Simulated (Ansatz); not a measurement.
# Ca3SiS (model cell, started as antiperovskite): following an unstable mode, part 3 of 3

Wanted: the energy along a soft mode of Ca3SiS (model cell, started as antiperovskite) and the structure at the end.

Ansatz 0.2.0; DFT PBEsol, scalar-relativistic, plane waves, PAW; PAW set soft_1.

So far. Step 5 (Energy along the mode, all amplitudes (two of the runs …): The lowest of the steps tried is the last one, at 0.6 Å, 122 meV/atom below the parent; the bottom of the well need not coincide with a step. Step 7 (The new phase in its own primitive cell): The largest force component left is 0.068 meV/Å and the pressure is -0.002 GPa, within the tolerances set. The cell now holds 27.02 Å³/atom. The relaxed cell has a = 7.399, c = 17.095 Å (conventional setting).

The structure was built from a prototype and need not be the compound's stable phase.

**8. Modes of the new phase, k-mesh 6×6×6, occupations fixed**

A relaxed structure may still be a saddle point, so its zone-centre modes are computed. The response to a homogeneous field gives the Born charges and the dielectric tensor.

input.yaml

```yaml
crystal:
  lattice:
    - [3.6997298485, 2.136040024, 5.6982353069]
    - [-3.6997298485, 2.136040024, 5.6982353069]
    - [0.0, -4.2720800479, 5.6982353069]
  atoms:
    - { symbol: Si, position: [0.75, 0.75, 0.75] }
    - { symbol: Si, position: [0.25, 0.25, 0.25] }
    - { symbol: S, position: [0.5, 0.5, 0.5] }
    - { symbol: S, position: [0.0, 0.0, 0.0] }
    - { symbol: Ca, position: [0.64167471, 0.25, 0.85832529] }
    - { symbol: Ca, position: [0.35832529, 0.75, 0.14167471] }
    - { symbol: Ca, position: [0.14167471, 0.35832529, 0.75] }
    - { symbol: Ca, position: [0.85832529, 0.64167471, 0.25] }
    - { symbol: Ca, position: [0.75, 0.14167471, 0.35832529] }
    - { symbol: Ca, position: [0.25, 0.85832529, 0.64167471] }
kpoints:
  mp_grid: { grid: [6, 6, 6] }
hamiltonian:
  xc: pbesol
  pseudopotentials: { kind: paw, azcp: { folder: soft_1 }, xc_functional: pbe }
scf:
  occupations: { method: fixed }
output:
  eigenvalues: true
phonons:
  method: dfpt
  dielectric: true
  rigid_motions: translations
```

Run with:

```
$ ansatz run input.yaml --threads 8 --pin off --max-ram 16384MiB --backend cpu --events-out ev --progress --plain --runs-dir out
```

Numbers of over 12 decimals in the logs are rounded to 6 here.

Output:

```text
[...]
Crystal: 10 atoms, lattice volume = 270.191 Å³
Basis set: ecut = 420 eV, 5269 PW (Γ), exchange–correlation on 96×96×96 points (8 copies of the dense FFT grid, shifted against one another)
Bands: 50, of which v1, the nominal top of the filled ones, is band 40 counted from 1 (39 counted from 0)
Symmetry: 12 space group operations
k-points: 112 of 216 (irreducible under 1 space group operation, time reversal used)
[...]
SCF iter   1: F=—  HF=-13786.860441 eV  |F-HF|=—  |Δ(HF+E_count)|=         —  Δρ=3.08e-2  dr2=5.51e0  ethr=3.10e-3  ⟨swp⟩=5.5  Hψ=19889  notcnv=0  defer=789
[...]
SCF iter  10: F=-13785.298749 eV  HF=-13785.298749 eV  |F-HF|=1.09e-11  |Δ(HF+E_count)|=  2.11e-10  Δρ=1.82e-7  dr2=9.27e-11  ethr=1.00e-12  ⟨swp⟩=22.7  Hψ=47189  notcnv=0
SCF 1 converged in 10 iterations: F = -13785.298749 eV  dr2 = 9.27e-11
[...]
NSCF: frozen V_eff on 6 k-points
[...]
── the response to a field inside a basis, on 6×6×6 k-points: an SCF that follows is theirs, and a resumed run solves both again ──
Bands: 41, of which v1, the nominal top of the filled ones, is band 40 counted from 1 (39 counted from 0)
k-points: 28 of 216
[...]
Eigensolver: Dense (28 Hₖ)
SCF iter   1: F=—  HF=-13785.124296 eV  |F-HF|=—  |Δ(HF+E_count)|=         —  Δρ=2.17e-4  dr2=4.49e-5  ethr=1.00e-1
[...]
SCF iter   4: F=-13785.124320 eV  HF=-13785.124320 eV  |F-HF|=1.68e-9  |Δ(HF+E_count)|=   3.66e-8  Δρ=1.86e-6  dr2=1.24e-8  ethr=3.97e-10
SCF 1 converged in 4 iterations: F = -13785.124320 eV  dr2 = 1.24e-8
[...]
WARN: field response: ε∞ stands inside a basis, on 6×6×6 points; the force constants stand on the 6×6×6 k-mesh, whose period is 11.81 times the interband length at k = (0.0000, 0.0000, 0.0000), direct gap 0.970 eV, under 14: take them and everything formed from them as unconverged, and compare with a denser kpoints.mp_grid
SCF converged after 10 iterations
Free energy (F): -13785.298749 eV
[...]
Internal energy: -13785.298749 eV  (E = F + TS)
E sigma→0 (E₀):  -13785.298749 eV
Fermi energy:    6.363440 eV
[...]
--- Band table (eV; the first three rows and the last of 112) ---
  k-point 0: bands = [... 36 lower, 5.5149, 6.3234, 6.3234, 6.3634, 7.3330, 7.3330, 7.7336, 8.0561, ... 6 higher]
  k-point 1: bands = [... 36 lower, 5.5282, 5.9322, 6.1431, 6.1768, 7.5510, 7.5598, 7.7063, 7.8326, ... 6 higher]
  k-point 2: bands = [... 36 lower, 5.5796, 5.6279, 5.8845, 5.9029, 7.5026, 7.6881, 7.9448, 7.9499, ... 6 higher]
  k-point 111: bands = [... 36 lower, 5.5992, 5.5992, 5.5992, 5.5992, 7.9682, 7.9682, 7.9682, 7.9682, ... 6 higher]
--- Phonons (Γ-DFPT): 6 representative perturbations + reference, on 112 of 216 k-points (Σ response iterations 21) ---
  k mesh reduced under 1 symmetry operation, with k and −k counted as one. Each operation leaves every solved perturbation unchanged. A smaller set is not considered because the run solves the response to a homogeneous field
  ASR residual: 3.393e-5 → 0.000e0 eV/Å²; symmetrization residual: 3.726e-6 eV/Å²
  ASR residual per site (eV/Å²): 3.39e-5 3.39e-5 6.97e-6 6.97e-6 1.64e-5 1.64e-5 2.45e-5 2.45e-5 1.64e-5 1.64e-5
  Γ frequencies (cm⁻¹): -78.71 -42.74 -42.74 -30.44 -30.44 -17.74 0.00 0.00 0.00 134.00 148.34 150.07 158.91 158.91 161.39 161.39 166.27 223.56 223.56 236.89 236.89 244.04 244.04 257.32 277.94 277.94 301.85 307.60 326.31 326.31
  ε∞ (high-frequency dielectric tensor):
       12.548687     0.000000    -0.000000
        0.000000    12.548687    -0.000000
       -0.000000    -0.000000    10.942862
  softest optical mode at Γ: -78.71 cm⁻¹; the repairs (sum rule, projections) moved no ω² at Γ by more than (1.19 cm⁻¹)²
  Born effective charges Z* (e; rows j = field, columns β = displacement):
    site 0:
        -3.50334   -0.00000   -0.00000
        -0.00000   -3.50334    0.00000
         0.00000    0.00000   -3.20648
    site 1:
        -3.50334   -0.00000   -0.00000
        -0.00000   -3.50334    0.00000
        -0.00000    0.00000   -3.20648
    site 2:
        -2.92441    0.44828   -0.00000
        -0.44828   -2.92441    0.00000
         0.00000    0.00000   -2.68068
    site 3:
        -2.92441   -0.44828    0.00000
         0.44828   -2.92441    0.00000
        -0.00000    0.00000   -2.68068
    site 4:
         2.09403    0.08410   -0.31264
         0.08410    2.19114    0.18050
        -0.25510    0.14728    1.96239
    site 5:
         2.09403    0.08410   -0.31264
         0.08410    2.19114    0.18050
        -0.25510    0.14728    1.96239
    site 6:
         2.23969   -0.00000    0.00000
        -0.00000    2.04547   -0.36101
         0.00000   -0.29456    1.96239
    site 7:
         2.23969   -0.00000    0.00000
        -0.00000    2.04547   -0.36101
         0.00000   -0.29456    1.96239
    site 8:
         2.09403   -0.08410    0.31264
        -0.08410    2.19114    0.18050
         0.25510    0.14728    1.96239
    site 9:
         2.09403   -0.08410    0.31264
        -0.08410    2.19114    0.18050
         0.25510    0.14728    1.96239
  Z* charge neutrality: 1.478e-2 e pre-enforcement
  solved inside a basis spanned on kpoints, on 6×6×6 k-points, its susceptibility summed on 10×10×10: ε∞ is read to err by 5.8e-2, Z* by 2.8e-2 e (field_mesh: kpoints solves on kpoints); Z* is corrected for what the basis lacks
  optical modes at Γ without the LO–TO term, one row a degenerate level:
      ω (cm⁻¹)  modes    IR ((D/Å)²/amu)
        -78.71      1            30.1762
        -42.74      2             8.3113
        -30.44      2             0.0000
        -17.74      1             0.0000
        134.00      1             0.0042
        148.34      1             0.0000
        150.07      1             0.0000
[...]
optical modes at Γ + LO–TO along q̂ = [1.0000, 0.0000, 0.0000]:
      ω (cm⁻¹)  modes    IR ((D/Å)²/amu)
[...]
optical modes at Γ + LO–TO along q̂ = [0.0000, 1.0000, 0.0000]:
      ω (cm⁻¹)  modes    IR ((D/Å)²/amu)
[...]
optical modes at Γ + LO–TO along q̂ = [0.0000, 0.0000, 1.0000]:
      ω (cm⁻¹)  modes    IR ((D/Å)²/amu)
[...]
150.07      1             0.0000
        158.91      2             4.0437
        161.39      2             0.0000
        166.27      1             0.0000
        223.56      2             0.0000
        236.89      2            51.5710
        244.04      2             0.0000
        257.32      1             0.0000
        277.94      2             9.8729
        301.85      1             0.0000
        322.79      1            16.1877
        326.31      2            23.9516
```

Wall time 3.7 min (8 threads of Arm Neoverse V2, shared host); peak memory 6.1 GiB; 28 min of CPU time.

This step gave:

- sum-rule residual before enforcement: 3.39e-5 eV/Å²
- miss of the charge sum rule: 0.01478 e
- estimated error of the dielectric tensor: 0.05821
- estimated error of the Born charges: 0.02806 e
- point group: -3m
- highest optical mode at the zone centre (no LO-TO term): 326.3 cm⁻¹
- lowest optical zone-centre mode: -78.71 cm⁻¹
- mean high-frequency dielectric constant: 12.01
- largest Born charge (third of the trace): -3.404 e
- top of the zone-centre spectrum with the field: 344.2 cm⁻¹

Patterns of degenerate modes are one choice out of their space. The modes at Γ (shares of kinetic energy by element, %) (negative means imaginary):

```csv
mode,frequency (cm⁻¹),symmetry,Si %,S %,Ca %
1,-78.7,A2u,56,3,41
2,-42.7,Eu,9,1,91
3,-42.7,Eu,9,1,91
4,-30.4,Eg,4,0,96
5,-30.4,Eg,4,0,96
6,-17.7,A2g,59,0,41
7,0.0,acoustic,16,18,67
8,0.0,acoustic,16,18,67
9,0.0,acoustic,16,18,67
10,134.0,A2u,28,28,45
11,148.3,A2g,41,0,59
12,150.1,A1g,0,0,100
13,158.9,Eu,8,34,58
14,158.9,Eu,8,34,58
15,161.4,Eg,27,0,73
16,161.4,Eg,27,0,73
17,166.3,A1u,0,14,86
18,223.6,Eg,4,0,96
19,223.6,Eg,4,0,96
20,236.9,Eu,66,9,25
21,236.9,Eu,66,9,25
22,244.0,Eg,64,0,36
23,244.0,Eg,64,0,36
24,257.3,A1u,0,86,14
25,277.9,Eu,2,86,12
26,277.9,Eu,2,86,12
27,301.9,A2g,0,0,100
28,307.6,A2u,0,52,48
29,326.3,Eu,0,52,48
30,326.3,Eu,0,52,48
```

Displacements in mode 1 (-78.7 cm⁻¹), the largest set to 1:
```
Si1  0.00  0.00  1.00
Si2  0.00  0.00  1.00
S3   0.00  0.00  0.20
S4   0.00  0.00  0.20
Ca5  0.25 -0.15 -0.29
Ca6  0.25 -0.15 -0.29
Ca7  0.00  0.29 -0.29
Ca8  0.00  0.29 -0.29
Ca9 -0.25 -0.15 -0.29
Ca10-0.25 -0.15 -0.29
```

Displacements in mode 10 (134.0 cm⁻¹), the largest set to 1:
```
Si1  0.00  0.00  1.00
Si2  0.00  0.00  1.00
S3   0.00  0.00 -0.93
S4   0.00  0.00 -0.93
Ca5 -0.53  0.31  0.01
Ca6 -0.53  0.31  0.01
Ca7  0.00 -0.61  0.01
Ca8  0.00 -0.61  0.01
Ca9  0.53  0.31  0.01
Ca10 0.53  0.31  0.01
```

Optical modes at the zone centre, without and with the macroscopic field of the longitudinal modes; each column is sorted by frequency, so a row need not hold one and the same mode. Modes with and without the field, by row:

```csv
rank among optical modes,no field (cm⁻¹),"q along (1, 0, 0) (cm⁻¹)","q along (0, 0, 1) (cm⁻¹)"
1,-78.7,-78.7,-42.7
2,-42.7,-42.7,-42.7
3,-42.7,-30.4,-30.4
4,-30.4,-30.4,-30.4
5,-30.4,-17.7,-17.7
6,-17.7,-4.9,116.9
7,134,134,134.1
8,148.3,148.3,148.3
9,150.1,150.1,150.1
10,158.9,158.9,158.9
11,158.9,161.4,158.9
12,161.4,161.4,161.4
13,161.4,161.4,161.4
14,166.3,166.3,166.3
15,223.6,223.6,223.6
16,223.6,223.6,223.6
17,236.9,236.9,236.9
18,236.9,244,236.9
19,244,244,244
20,244,257.3,244
21,257.3,259.6,257.3
22,277.9,277.9,277.9
23,277.9,286.6,277.9
24,301.9,301.9,301.9
25,307.6,307.6,322.8
26,326.3,326.3,326.3
27,326.3,344.2,326.3
```

Born charge (rows field, columns displacement) (e), principal values of the symmetric part by kind of site:

```csv
atom,atoms with these values,low,middle,high,mean
Si1,2,-3.50,-3.50,-3.21,-3.40
S3,2,-2.92,-2.92,-2.68,-2.84
Ca5,6,1.67,2.24,2.33,2.08
```

In full for S3:

```
-2.92  0.45  0.00
-0.45 -2.92  0.00
 0.00  0.00 -2.68
```

High-frequency dielectric tensor:

```
12.55  0.00  0.00
 0.00 12.55  0.00
 0.00  0.00 10.94
```

Transverse modes; imaginary modes are left out. Infrared lines, with heights relative to the strongest:

```csv
position (cm⁻¹),label,relative intensity
134,A2u,0.0
148,A2g,0.0
150,A1g,0.0
159,Eu,7.8
161,Eg,0.0
166,A1u,0.0
224,Eg,0.0
237,Eu,100
244,Eg,0.0
257,A1u,0.0
278,Eu,19
302,A2g,0.0
308,A2u,21
326,Eu,46
```

Before it was imposed, the acoustic sum rule was missed by 3.4e-5 eV/Å² and the charge sum rule by 0.015 e. Small misses are needed for a sound result but don't prove that mesh and cutoff are converged. The lowest optical mode is imaginary, 78.7i cm⁻¹, so the energy falls along it.

The log warns of the k mesh: “the force constants stand on the 6×6×6 k-mesh, whose period is 11.81 times the interband length at k = (0.0000, 0.0000, 0.0000), direct gap 0.970 eV, under 14: take them and everything formed from them as unconverged”.

**9. What came out**

| Property | Result |
| --- | --- |
| unstable mode of the parent | q = (-0.5, -0.5, -0.5), 105i cm⁻¹ |
| depth at the lowest point sampled | 122 meV/atom |
| largest atomic shift at that point | 0.6 Å |
| space group reached (within 0.01 Å) | R-3c |
| energy gained over the parent (first relaxation, on the mesh of the frozen mode) | 152 meV/atom |
| volume per atom, phase reached | 27.0 Å³ |
| gap on the k-mesh, phase reached | 0.970 eV |
| lowest optical zone-centre mode, phase reached | -78.7 cm⁻¹ |
| highest optical mode at the zone centre (no LO-TO term), phase reached | 326 cm⁻¹ |

What this shows: Along this mode the structure falls into R-3c, 152 meV/atom below the parent. At the parent's cell the well is 121.6 meV/atom deep on the steps tried, with its lowest point at a shift of 0.6 Å. That is the last step tried, so the steps alone don't bracket the bottom of the well. Relaxing atoms and cell changes the gain by +30.20 meV/atom against the lowest step (energies at zero smearing). The new phase still has an imaginary mode at the zone centre of its cell, so it is a saddle point on the way to a lower structure. Of the 4 patterns followed to their end from this parent, this one ends 11.9 meV/atom above the lowest, Imma. Each path keeps the symmetry of its pattern, so a lower phase may lie along a pattern not tried. With the field response the log warns that the k mesh is coarse for the force constants too, so the frequencies may not be converged. With no gap, or one that is small against the smearing, the frequencies hang on the k mesh and the smearing, most of all near Kohn anomalies. In at least one run the field response is not settled by the k meshes in reach, so its dielectric tensor, Born charges and longitudinal modes are rough. The PAW files were made for PBE and serve the other functionals too. A phonon run warned that its eigensolver left some bands unconverged in a pass. The starting cell was built on a prototype and not taken from a measurement, so the phase need not exist.

[Logs are printed without paths, hosts, clocks, repeated set-up lines and the standing remarks that a program may print on its own settings, such as how far it seeks lower states.]

[Hosts, paths, dates, database ids (printed as entryN), source tags and the programs' standing remarks are cut or masked in the printed files.]
